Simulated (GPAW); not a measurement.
## How Zn absorbs and reflects light

Aim: the dielectric function of Zn, and the optical constants that follow from it. The cell comes from an older database entry, whose edges can differ from later determinations, mostly by under a per cent.

Main program and level: GPAW 26.7.0; DFT, PBE, plane-wave PAW (GPAW data sets), scalar-relativistic, RPA, optical limit.

The database entry behind the starting cell differs from later determinations by our own check (about 0.3 % long), so it need not match the best structure at ambient conditions.

## (1) The starting structure

It takes space group P6_3/mmc (No. 194, hexagonal). Conventional cell: a = 2.670 Å, b = 2.670 Å, c = 4.966 Å, α = 90.00°, β = 90.00°, γ = 120.00°. Nearest to Zn lie 12 Zn at 2.67 to 2.92 Å.

Structure file:

```cif
data_structure
_symmetry_space_group_name_H-M 'P 1'
_symmetry_Int_Tables_number 1
_cell_length_a 2.6700
_cell_length_b 2.6700
_cell_length_c 4.9660
_cell_angle_alpha 90.000
_cell_angle_beta 90.000
_cell_angle_gamma 120.000
_cell_volume 30.66
loop_
_atom_site_label
_atom_site_type_symbol
_atom_site_fract_x
_atom_site_fract_y
_atom_site_fract_z
_atom_site_occupancy
Zn1 Zn 0.66667 0.33333 0.75000 1
Zn2 Zn 0.33333 0.66667 0.25000 1
```

## (2) Dielectric function, RPA

Local fields let the induced charge screen the field inside the cell, which as a rule lowers ε, most along directions where the density is uneven.

File df.py:

```python
from gpaw.response.df import DielectricFunction

df = DielectricFunction('full.gpw', frequencies={'type': 'nonlinear', 'domega0': 0.03, 'omega2': 8},
                        ecut=50,
                        eta=0.15,
                        nbands=37,
                        rate=0.05,
                        txt='df.txt')
for direction in ['x', 'z']:
    df.get_dielectric_function(xc='RPA', direction=direction, filename=f'df_{direction}.csv')
```

Started as:

```console
> OMP_NUM_THREADS=1 python df.py
```

Numbers of over 12 decimals in the logs are rounded to 6 here.

What it wrote:

```text
Using integrator: PointIntegrator
NonLinearFrequencyDescriptor(from 0.000 to 60.499 eV, 489 points)
Nonperiodic BCs:  [False False False]
Using integrator: PointIntegrator
NonLinearFrequencyDescriptor(from 0.000 to 60.499 eV, 489 points)
Nonperiodic BCs:  [False False False]
Using integrator: PointIntegrator

Calculating chi0 body with:
    Ground state adapter containing:
    Number of spins: 1
    Number of kpoints: 3969
    Number of irreducible kpoints: 388
    Number of completely occupied states: 10
    Number of partially occupied states: 14

    Linear response parametrization:
    q_c: [0.0, 0.0, 0.0]
    Number of frequency points: 489
    Planewave cutoff: 50.0
    Number of bands: 37
    Number of planewaves: 23
    Broadening (eta): 0.15

Integrating chi0 body.

Symmetries of q_c:
    Direct symmetries (Uq -> q): 12
    Indirect symmetries (TUq -> q): 0
In total 12 allowed symmetries.

388 groups of equivalent kpoints. 90.224238% reduction.

Integral kind: spectral function

Calculating chi0 optical extensions with:
    Ground state adapter containing:
    Number of spins: 1
    Number of kpoints: 3969
    Number of irreducible kpoints: 388
    Number of completely occupied states: 10
    Number of partially occupied states: 14

    Linear response parametrization:
    Number of frequency points: 489
    Planewave cutoff: 50.0
    Number of bands: 37
    Number of planewaves: 23
    Broadening (eta): 0.15
Integrating chi0 head and wings.

Symmetries of q_c:
    Direct symmetries (Uq -> q): 12
    Indirect symmetries (TUq -> q): 0
In total 12 allowed symmetries.

388 groups of equivalent kpoints. 90.224238% reduction.

Integral kind: spectral function wings

Calculating drude chi0 with:
    Number of frequency points:489
    Plasma frequency decay rate: 0.05 eV

    Ground state adapter containing:
    Number of spins: 1
    Number of kpoints: 3969
    Number of irreducible kpoints: 388
    Number of completely occupied states: 10
    Number of partially occupied states: 14

Symmetries of q_c:
    Direct symmetries (Uq -> q): 12
    Indirect symmetries (TUq -> q): 0
In total 12 allowed symmetries.

388 groups of equivalent kpoints. 90.224238% reduction.

Integral kind: intraband
Plasma frequency:
[[ 9.3 +0.j  0.  -0.j  0.  +0.j]
 [ 0.  -0.j  9.3 +0.j  0.  -0.j]
 [ 0.  +0.j  0.  -0.j 13.08-0.j]]
```

Elapsed: 47 s, on 1 thread of Arm Neoverse V1, shared host; peak memory 0.22 GiB.

Some rows of df_x.csv (energy; Re and Im without local fields; Re and Im with them):

```text
0.000000, 34854.891879, 0.000000, 34853.622314, 0.000000
0.460735, -384.483453, 115.035090, -385.629625, 114.946054
0.943989, -49.582518, 24.582737, -51.543104, 23.892986
1.451455, -16.773137, 89.407911, -14.449934, 85.584842
1.984998, -52.752487, 42.525563, -51.407377, 43.173940
2.546682, -32.816915, 20.319470, -31.907749, 21.040354
3.138794, -23.603331, 5.118229, -23.677450, 5.360996
3.763875, -14.034605, 5.130815, -13.775302, 5.393807
4.424758, -10.366691, 1.337213, -10.438810, 1.412738
5.124608, -7.109135, 1.891560, -7.069877, 2.104851
5.866977, -4.866974, 0.618586, -4.901973, 0.663259
6.655862, -3.446886, 0.550976, -3.546941, 0.631167
7.495775, -1.942779, 0.763507, -1.980814, 0.783490
8.391833, -1.443359, 0.879367, -1.489635, 0.877334
9.349861, -1.111834, 0.911564, -1.165334, 0.909262
10.376517, -0.766170, 0.872258, -0.795331, 0.872442
11.479449, -0.587348, 0.635935, -0.605767, 0.628491
12.667487, -0.247837, 0.520101, -0.267575, 0.506696
13.950874, -0.059909, 0.495710, -0.074913, 0.479075
```

The Im ε has structure finer than the step of the table below, so its rows give means over 0.5 eV, whole bins alone (the curve runs from 0.305 to 14.0 eV). Peaks (eV: height): E ∥ x 1.42: 86.1; E ∥ z 1.21: 100.0.

Sum at mesh points, not converged in k. Im ε against photon energy; means over each step:

| photon energy (eV) | E ∥ x | E ∥ z |
| --- | --- | --- |
| 1.0 | 30.5 | 67.9 |
| 1.5 | 77.5 | 64.8 |
| 2.0 | 43.2 | 22.5 |
| 2.5 | 21.1 | 11.5 |
| 3.0 | 9.15 | 10.3 |
| 3.5 | 4.63 | 4.36 |
| 4.0 | 4.08 | 2.35 |
| 4.5 | 1.44 | 1.07 |
| 5.0 | 1.82 | 1.10 |
| 5.5 | 1.03 | 0.995 |
| 6.0 | 0.700 | 0.728 |
| 6.5 | 0.806 | 0.566 |
| 7.0 | 0.531 | 0.448 |
| 7.5 | 0.797 | 0.651 |
| 8.0 | 0.889 | 0.693 |
| 8.5 | 0.862 | 0.751 |
| 9.0 | 0.969 | 0.841 |
| 9.5 | 0.875 | 0.784 |
| 10.0 | 0.847 | 0.766 |
| 10.5 | 0.851 | 0.753 |
| 11.0 | 0.743 | 0.724 |
| 11.5 | 0.641 | 0.616 |
| 12.0 | 0.566 | 0.580 |
| 12.5 | 0.513 | 0.487 |
| 13.0 | 0.521 | 0.451 |
| 13.5 | 0.524 | 0.492 |

Values under 1 per cm are given as 1; sum at mesh points, not converged in k. Absorption coefficient against photon energy:

| photon energy (eV) | E ∥ x (1/cm) | E ∥ z (1/cm) |
| --- | --- | --- |
| 0.492 | 9.2e5 | 1.3e6 |
| 1.010 | 6.3e5 | 1.0e6 |
| 1.486 | 1.1e6 | 1.6e6 |
| 1.985 | 1.5e6 | 1.6e6 |
| 2.508 | 1.5e6 | 1.6e6 |
| 3.018 | 1.6e6 | 1.6e6 |
| 3.510 | 1.4e6 | 1.7e6 |
| 3.980 | 1.5e6 | 1.7e6 |
| 4.516 | 1.4e6 | 1.6e6 |
| 4.981 | 1.4e6 | 1.5e6 |
| 5.515 | 1.4e6 | 1.5e6 |
| 6.021 | 1.3e6 | 1.5e6 |
| 6.494 | 1.3e6 | 1.5e6 |
| 6.985 | 1.2e6 | 1.4e6 |
| 7.496 | 1.1e6 | 1.3e6 |
| 8.026 | 1.1e6 | 1.3e6 |
| 8.516 | 1.1e6 | 1.3e6 |
| 9.023 | 1.1e6 | 1.3e6 |
| 9.483 | 1.1e6 | 1.3e6 |
| 10.026 | 1.0e6 | 1.2e6 |
| 10.519 | 1.1e6 | 1.2e6 |
| 11.029 | 1.0e6 | 1.2e6 |
| 11.479 | 1.0e6 | 1.2e6 |
| 12.023 | 9.5e5 | 1.1e6 |
| 12.504 | 8.6e5 | 1.1e6 |
| 13.000 | 8.1e5 | 1.0e6 |
| 13.512 | 8.1e5 | 9.5e5 |

Sum at mesh points, not converged in k. The reflectivity at normal incidence by photon energy; read off at these points:

| photon energy (eV) | E ∥ x (%) | E ∥ z (%) |
| --- | --- | --- |
| 0.500 | 97.1 | 98.3 |
| 0.750 | 95.5 | 97.4 |
| 1.000 | 84.2 | 90.3 |
| 1.250 | 66.2 | 86.7 |
| 1.500 | 76.7 | 90.3 |
| 1.750 | 80.8 | 91.2 |
| 2.000 | 85.0 | 92.7 |
| 2.250 | 84.6 | 92.5 |
| 2.500 | 83.0 | 91.2 |
| 2.750 | 85.3 | 89.6 |
| 3.000 | 90.2 | 86.3 |
| 3.179 | 91.8 | 89.6 |
| 3.250 | 91.4 | 90.9 |
| 3.500 | 88.2 | 93.4 |
| 3.750 | 83.6 | 93.0 |
| 4.000 | 86.8 | 93.6 |
| 4.250 | 92.0 | 95.2 |
| 4.425 | 92.7 | 95.6 |
| 4.500 | 92.5 | 95.7 |
| 4.750 | 89.9 | 95.1 |
| 5.000 | 83.7 | 92.6 |
| 5.250 | 85.9 | 92.8 |
| 5.500 | 90.1 | 91.9 |
| 5.750 | 90.8 | 90.2 |
| 6.000 | 89.2 | 92.7 |
| 6.250 | 84.5 | 91.9 |
| 6.500 | 82.4 | 91.3 |
| 6.750 | 87.6 | 92.1 |
| 7.000 | 84.5 | 91.0 |
| 7.250 | 78.6 | 87.9 |
| 7.500 | 70.1 | 82.6 |
| 7.750 | 63.5 | 80.2 |
| 8.000 | 65.6 | 79.2 |
| 8.250 | 62.1 | 76.0 |
| 8.500 | 59.1 | 72.6 |
| 8.750 | 54.0 | 68.1 |
| 9.000 | 49.8 | 65.7 |
| 9.250 | 51.4 | 64.6 |
| 9.500 | 51.3 | 64.7 |
| 9.750 | 48.9 | 63.5 |
| 10.000 | 45.5 | 59.1 |
| 10.250 | 43.9 | 59.4 |
| 10.500 | 43.0 | 55.9 |
| 10.750 | 44.8 | 55.8 |
| 11.000 | 43.7 | 54.5 |
| 11.250 | 44.7 | 55.1 |
| 11.500 | 43.5 | 56.8 |
| 11.750 | 41.6 | 53.5 |
| 12.000 | 41.8 | 52.2 |
| 12.250 | 39.1 | 52.9 |
| 12.500 | 36.4 | 52.7 |
| 12.750 | 32.3 | 50.5 |
| 13.000 | 29.4 | 47.7 |
| 13.250 | 27.1 | 41.4 |
| 13.500 | 26.4 | 38.3 |
| 13.750 | 26.2 | 37.9 |

Sum at mesh points, not converged in k. The Im ε, E ∥ x by photon energy; read off at these points:

| photon energy (eV) | without local fields | with local fields |
| --- | --- | --- |
| 0.500 | 91.7 | 91.6 |
| 0.750 | 32.3 | 32.0 |
| 1.000 | 25.5 | 24.5 |
| 1.250 | 59.5 | 55.3 |
| 1.417 | 90.6 | 86.1 |
| 1.500 | 85.8 | 82.7 |
| 1.750 | 69.5 | 69.1 |
| 2.000 | 40.7 | 41.3 |
| 2.250 | 24.3 | 24.4 |
| 2.500 | 21.4 | 22.0 |
| 2.750 | 15.5 | 16.3 |
| 3.000 | 7.78 | 8.27 |
| 3.250 | 4.34 | 4.50 |
| 3.500 | 4.35 | 4.47 |
| 3.750 | 5.09 | 5.34 |
| 4.000 | 3.89 | 4.31 |
| 4.250 | 1.80 | 1.95 |
| 4.500 | 1.26 | 1.33 |
| 4.750 | 1.33 | 1.39 |
| 5.000 | 1.84 | 1.97 |
| 5.250 | 1.49 | 1.70 |
| 5.500 | 0.867 | 0.947 |
| 5.750 | 0.665 | 0.709 |
| 6.000 | 0.624 | 0.674 |
| 6.250 | 0.753 | 0.822 |
| 6.500 | 0.785 | 0.910 |
| 6.750 | 0.472 | 0.524 |
| 7.000 | 0.504 | 0.526 |
| 7.250 | 0.595 | 0.613 |
| 7.500 | 0.766 | 0.787 |
| 7.750 | 0.941 | 0.986 |
| 8.000 | 0.844 | 0.863 |
| 8.250 | 0.846 | 0.844 |
| 8.500 | 0.863 | 0.862 |
| 8.750 | 0.888 | 0.886 |
| 9.000 | 0.984 | 0.996 |
| 9.250 | 0.939 | 0.948 |
| 9.500 | 0.873 | 0.862 |
| 9.750 | 0.845 | 0.834 |
| 10.000 | 0.868 | 0.859 |
| 10.250 | 0.851 | 0.846 |
| 10.500 | 0.871 | 0.867 |
| 10.750 | 0.813 | 0.796 |
| 11.000 | 0.764 | 0.748 |
| 11.250 | 0.694 | 0.684 |
| 11.500 | 0.634 | 0.627 |
| 11.750 | 0.629 | 0.624 |
| 12.000 | 0.567 | 0.558 |
| 12.250 | 0.544 | 0.531 |
| 12.500 | 0.522 | 0.508 |
| 12.750 | 0.526 | 0.513 |
| 13.000 | 0.534 | 0.522 |
| 13.250 | 0.542 | 0.529 |
| 13.500 | 0.551 | 0.533 |
| 13.750 | 0.512 | 0.495 |

Sum at mesh points, not converged in k. Table of loss function −Im 1/ε at q → 0 by energy loss; read off at these points:

| energy loss (eV) | E ∥ x | E ∥ z |
| --- | --- | --- |
| 0.5 | 8.1e-4 | 3.5e-4 |
| 1.0 | 0.0127 | 0.00466 |
| 1.5 | 0.0114 | 0.00462 |
| 2.0 | 0.00958 | 0.00465 |
| 2.5 | 0.0146 | 0.00743 |
| 3.0 | 0.00980 | 0.0137 |
| 3.5 | 0.0161 | 0.00751 |
| 4.0 | 0.0193 | 0.00852 |
| 4.5 | 0.0136 | 0.00679 |
| 5.0 | 0.0371 | 0.0141 |
| 5.5 | 0.0242 | 0.0178 |
| 6.0 | 0.0326 | 0.0178 |
| 6.5 | 0.0616 | 0.0246 |
| 7.0 | 0.0685 | 0.0302 |
| 7.5 | 0.174 | 0.0717 |
| 8.0 | 0.214 | 0.0978 |
| 8.5 | 0.305 | 0.154 |
| 9.0 | 0.417 | 0.215 |
| 9.5 | 0.442 | 0.243 |
| 10.0 | 0.565 | 0.327 |
| 10.5 | 0.620 | 0.395 |
| 11.0 | 0.694 | 0.441 |
| 11.5 | 0.838 | 0.475 |
| 12.0 | 1.02 | 0.608 |
| 12.5 | 1.40 | 0.734 |
| 13.0 | 1.68 | 1.02 |
| 13.5 | 1.75 | 1.33 |

Optical constants at common wavelengths, from n + ik = √ε:

| wavelength (nm) | n x | k x | R (%) x | 1/α x | n z | k z | R (%) z | 1/α z |
| --- | --- | --- | --- | --- | --- | --- | --- | --- |
| 1064 | 4.36 | 4.318 | 63.3 | 20 nm | 4.80 | 10.021 | 85.7 | 8.4 nm |
| 800 | 5.44 | 7.363 | 77.3 | 8.6 nm | 2.68 | 10.023 | 90.6 | 6.4 nm |
| 633 | 3.00 | 7.772 | 84.3 | 6.5 nm | 1.42 | 8.268 | 92.3 | 6.1 nm |
| 450 | 1.41 | 5.729 | 85.4 | 6.3 nm | 0.90 | 5.566 | 89.6 | 6.4 nm |
| 365 | 0.52 | 4.225 | 89.6 | 6.9 nm | 0.48 | 4.960 | 92.8 | 5.9 nm |
| 308 | 0.52 | 3.808 | 87.6 | 6.4 nm | 0.28 | 4.070 | 93.8 | 6.0 nm |
| 248 | 0.37 | 2.673 | 83.7 | 7.4 nm | 0.20 | 3.016 | 92.6 | 6.5 nm |

A polished face would reflect 88 % of daylight and look near white (CIE x = 0.314, y = 0.330 under D65).

## (3) What came out

In words: At this level (PBE, RPA) Zn is a metal. The mesh is too coarse to trust the carriers' weight, the reflectivity or the colour to better than tens of per cent. A polished face would reflect 88 % of daylight and look near white (CIE x = 0.314, y = 0.330 under D65). The carriers' damping of 0.05 eV is typed, not computed; it shapes the response at the lowest energies. In this version of GPAW the matrix elements of the optical limit are incomplete, which can lower ε − 1 by up to a tenth where first-row anions or d states rule, and shift it by more in d metals. GPAW's carrier term has the form −ωp²/(ω + i·rate)², which damps like twice the rate and fails at low energy, so the curves leave the lowest energies out. The sum runs over mesh points 0.14 Å⁻¹ apart with no interpolation, so peaks are partly noise of the mesh, and the Drude plasma energy, a sum over the Fermi surface, isn't converged.

[Machine, clock and banner lines and Python warnings are left out of the logs.]

[Logs are printed without paths, hosts, clocks, repeated set-up lines and the standing remarks that a program may print on its own settings, such as how far it seeks lower states.]

[Hosts, paths, dates, database ids (printed as entryN), source tags and the programs' standing remarks are cut or masked in the printed files.]
